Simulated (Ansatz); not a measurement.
Planning a run of Ansatz 0.2.0 on ZnSnN2 (Pna2_1). The input:

```yaml
crystal:
  lattice:
    - [5.8542731, 0.0, 0.0]
    - [0.0, 6.7374542, 0.0]
    - [0.0, 0.0, 5.48058331]
  atoms:
    - { symbol: Zn, position: [0.58306262, 0.87494525, 0.99881237] }
    - { symbol: Zn, position: [0.41693738, 0.12505475, 0.49881237] }
    - { symbol: Zn, position: [0.91693738, 0.37494525, 0.49881237] }
    - { symbol: Zn, position: [0.08306262, 0.62505475, 0.99881237] }
    - { symbol: Sn, position: [0.58840042, 0.37506264, 0.9992746] }
    - { symbol: Sn, position: [0.41159958, 0.62493736, 0.4992746] }
    - { symbol: Sn, position: [0.91159958, 0.87506264, 0.4992746] }
    - { symbol: Sn, position: [0.08840042, 0.12493736, 0.9992746] }
    - { symbol: "N", position: [0.58239595, 0.37436694, 0.37835473] }
    - { symbol: "N", position: [0.41760405, 0.62563306, 0.87835473] }
    - { symbol: "N", position: [0.91760405, 0.87436694, 0.87835473] }
    - { symbol: "N", position: [0.08239595, 0.12563306, 0.37835473] }
    - { symbol: "N", position: [0.57971582, 0.87578583, 0.37355931] }
    - { symbol: "N", position: [0.42028418, 0.12421417, 0.87355931] }
    - { symbol: "N", position: [0.92028418, 0.37578583, 0.87355931] }
    - { symbol: "N", position: [0.07971582, 0.62421417, 0.37355931] }
kpoints:
  mp_grid: { grid: [2, 2, 2] }
hamiltonian:
  xc: pbe
  pseudopotentials: { kind: paw, azcp: { folder: soft_1 } }
scf:
  occupations: { method: fixed }
gw:
  n_empty_bands: 901
  ecut_chi: 50
  qp_bands: [v4, c4]
  qp_kpoints: band_edges
  screening: { model: contour_deformation }
```

```sh
ansatz run input.yaml --threads 2 --pin off --max-ram 92160MiB --backend cuda --events-out ev --progress --plain --runs-dir out --devices 1 --max-vram 13GiB
```

Q: How long will it take on 1 × NVIDIA H100 80GB HBM3 (shared by 6 runs) with 2 threads of AMD EPYC 7R13 (Zen 3), shared host, and how much memory?

It took 30 s; on shared hardware allow 15 s to 59 s. Peak host memory was 2.1 GiB. The sizes that set the cost: 4231 plane waves a state, 8 irreducible k points, 973 bands summed, 171 plane waves in the screening and 11 SCF cycles.

The screening grows as filled bands × empty bands × pairs of k points, times the square of the screening basis for the matrix.

[Paths, hosts, dates, memory and timing lines, banners, echoed tables and standing remarks are left out of the program output.]

[Logs are printed without paths, hosts, clocks, repeated set-up lines and the standing remarks that a program may print on its own settings, such as how far it seeks lower states.]

[Runs of the session that timed out or met a known fault of the program may be left out.]

[Cells called generated may have been cut or substituted from an entry of the Crystallography Open Database or the Materials Project.]

[Hosts, paths, dates, database ids (printed as entryN), source tags and the programs' standing remarks are cut or masked in the printed files.]
